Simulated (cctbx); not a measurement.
## Which space group?

Cell: a = 4.7240 Å, b = 4.7240 Å, c = 7.4460 Å, α = 90.00°, β = 90.00°, γ = 120.00°. Expected content of the cell: Sm2 Si2 Li4.

The data are simulated with cctbx, not measured: Cu Kα, λ = 1.54184 Å, to d = 0.83 Å, 95 % of the full sphere, strongest reflection 20000 counts, noise from counting, a 6 % proportional error and a noise floor of 8 counts (s.d.); no absorption.

Tests on the unmerged data give:

```text
1028 reflections to d = 0.837 A
centring   violations  <I/sigma> of those
    A        424 of   512     11.2
    B        422 of   510     11.3
    C        428 of   522     11.2
    I        427 of   514     11.3
    R        556 of   674     11.4
    F        637 of   772     11.3
Laue class    unique    Rint  (classes that these axes allow; Friedel mates merged)
P -1              541   0.033
P 1 1 2/m         296   0.040
P -3              186   0.044
P -3 1 m          114   0.045
P -3 m 1          128   0.045
P 6/m             104   0.045
P 6/m m m          80   0.046
space group    extra absences  I>4sigma  <I/sigma>
P 6 2 2                 0          0         -  acentric
P 63 2 2                8          0      -0.2  acentric
P 6 m m                 0          0         -  acentric
P 63 m c               88          0      -0.1  acentric
P -6 m 2                0          0         -  acentric
P -6 2 m                0          0         -  acentric
P -6 2 c               88          0      -0.1  acentric
P 6/m m m               0          0         -  centric
P 63/m m c             88          0      -0.1  centric
Wilson B = 0.33 A^2   <|E^2-1|> = 0.665 (0.968 centric, 0.736 acentric)   E^2>4: 0.0 %
shell (A)         n   <I/sigma>
 7.45 - 1.52     18     32.0
 1.52 - 1.21     12     34.8
 1.21 - 1.05     16     37.6
 1.05 - 0.96     10     40.0
 0.96 - 0.89     12     40.6
 0.89 - 0.84     12     39.7
```

Q: Read the symmetry from these tables.

Every centring test has many violations, so the lattice is primitive.

Rint stays low (0.033 to 0.046) up to P 6/m m m, the highest class in these axes.

9 settings pass the absence test. The most absences obeyed, 88, belong to P 63 m c, P -6 2 c and P 63/m m c, which absences can't tell apart.

⟨|E²−1|⟩ = 0.665 leans to a non-centrosymmetric structure, or to twinning, which lowers it. Here that hint misleads: the statistic assumes many like atoms on general positions, and few, heavy or special-position atoms break it. The Wilson B of 0.33 Å² means U ≈ 0.0042 Å².

The true group is P6_3/mmc (no. 194), Laue class 6/mmm, centrosymmetric. The tables only narrow the choice to the tied entries; cell content, site symmetry and trial solutions must settle it.

This is a model crystal, built by substitution and not relaxed, with assumed displacement parameters.

[Logs are printed without paths, hosts, clocks, repeated set-up lines and the standing remarks that a program may print on its own settings, such as how far it seeks lower states.]
